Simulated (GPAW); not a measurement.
Consider zinc-blende (ZnS)1-x(CdS)x, x = 0.875.

```cif
data_structure
_symmetry_space_group_name_H-M 'P 1'
_symmetry_Int_Tables_number 1
_cell_length_a 8.1582
_cell_length_b 8.1582
_cell_length_c 8.1582
_cell_angle_alpha 60.000
_cell_angle_beta 60.000
_cell_angle_gamma 60.000
_cell_volume 383.95
loop_
_atom_site_label
_atom_site_type_symbol
_atom_site_fract_x
_atom_site_fract_y
_atom_site_fract_z
_atom_site_occupancy
Cd1 Cd 0.99917 0.99946 0.99856 1
S2 S 0.12395 0.12428 0.12556 1
Cd3 Cd 0.00157 0.99733 0.50214 1
S4 S 0.11849 0.14392 0.61870 1
Cd5 Cd 0.00223 0.50065 0.99797 1
S6 S 0.11672 0.61909 0.14517 1
Zn7 Zn 0.99988 0.49932 0.50051 1
S8 S 0.11966 0.61755 0.61830 1
Cd9 Cd 0.49879 0.99976 0.00084 1
S10 S 0.62292 0.12582 0.12561 1
Cd11 Cd 0.49876 0.99914 0.50216 1
S12 S 0.62511 0.12538 0.62584 1
Cd13 Cd 0.49672 0.50246 0.99945 1
S14 S 0.62553 0.62487 0.12477 1
Cd15 Cd 0.49973 0.50195 0.50117 1
S16 S 0.64457 0.61889 0.61924 1
```

Absorber: atom 2, with 1 Cd at 2.50 Å and 3 Cd at 2.51 Å (tetrahedral). Method: GPAW, PBE, excited-electron core hole (neutral cell), 16-atom cell with 8.2 Å between holes, 4×4×4 k points, dipole transitions, Gaussian full width 0.9 eV up to 4 eV, rising linearly to 3.5 eV at 25 eV.

Question: Where do the maxima of the S K edge fall?

Main maxima up to 24 eV above the zero (height): 3.2 eV (2.12), 6.2 eV (1.86) and 14.4 eV (1.36). A K edge sees empty p states on the absorber. The total-energy difference is 2483.65 eV. One term is added: -16.94 eV, since the hole is spin-paired here and a spin-polarised one costs that much less in the free atom (computed apart). The photon energy is then 2466.71 eV. The functional leaves an error of a few eV in such absolute values.

The S K spectrum (energy from the bottom of the conduction band, which holds the excited electron; intensity scaled to a mean of 1 over the first 20 eV):

| E (eV) | intensity |
| --- | --- |
| -2.0 | 0.00 |
| -1.4 | 0.00 |
| -0.8 | 0.00 |
| -0.2 | 0.00 |
| 0.4 | 0.05 |
| 1.0 | 0.20 |
| 1.6 | 0.61 |
| 2.2 | 1.26 |
| 2.8 | 1.92 |
| 3.4 | 2.03 |
| 4.0 | 1.71 |
| 4.6 | 1.45 |
| 5.2 | 1.15 |
| 5.8 | 1.62 |
| 6.4 | 1.81 |
| 7.0 | 1.37 |
| 7.6 | 1.11 |
| 8.2 | 0.91 |
| 8.8 | 0.81 |
| 9.4 | 0.68 |
| 10.0 | 0.48 |
| 10.6 | 0.38 |
| 11.2 | 0.46 |
| 11.8 | 0.63 |
| 12.4 | 0.84 |
| 13.0 | 1.07 |
| 13.6 | 1.26 |
| 14.2 | 1.35 |
| 14.8 | 1.33 |
| 15.4 | 1.21 |
| 16.0 | 1.05 |
| 16.6 | 0.89 |
| 17.2 | 0.77 |
| 17.8 | 0.69 |
| 18.4 | 0.65 |
| 19.0 | 0.66 |
| 19.6 | 0.69 |
| 20.2 | 0.73 |
| 20.8 | 0.78 |
| 21.4 | 0.82 |
| 22.0 | 0.86 |
| 22.6 | 0.92 |
| 23.2 | 1.00 |
| 23.8 | 1.10 |
| 24.4 | 1.19 |
| 25.0 | 1.26 |
| 25.6 | 1.28 |
| 26.2 | 1.26 |
| 26.8 | 1.22 |
| 27.4 | 1.17 |
| 28.0 | 1.11 |
| 28.6 | 1.07 |
| 29.2 | 1.05 |

The mesh is coarse (0.24 Å⁻¹ between points), so small maxima may be mesh ripples. Lifetime broadening is put in by hand, and intensities beyond about 20 eV depend on it and on the partial waves.

[Banner, clock and machine lines of the logs are left out without a mark of their own.]

[Logs are printed without paths, hosts, clocks, repeated set-up lines and the standing remarks that a program may print on its own settings, such as how far it seeks lower states.]

[Hosts, paths, dates, database ids (printed as entryN), source tags and the programs' standing remarks are cut or masked in the printed files.]

[Lists of maxima count a maximum above −3 eV only where it reaches 4 % of the highest in the window and stands out from its surroundings by 2 % of it (1.5 % where it reaches 55 %); shoulders and weaker maxima are passed over, and of the rest the first, up to two pre-edge ones and the few strongest are named.]
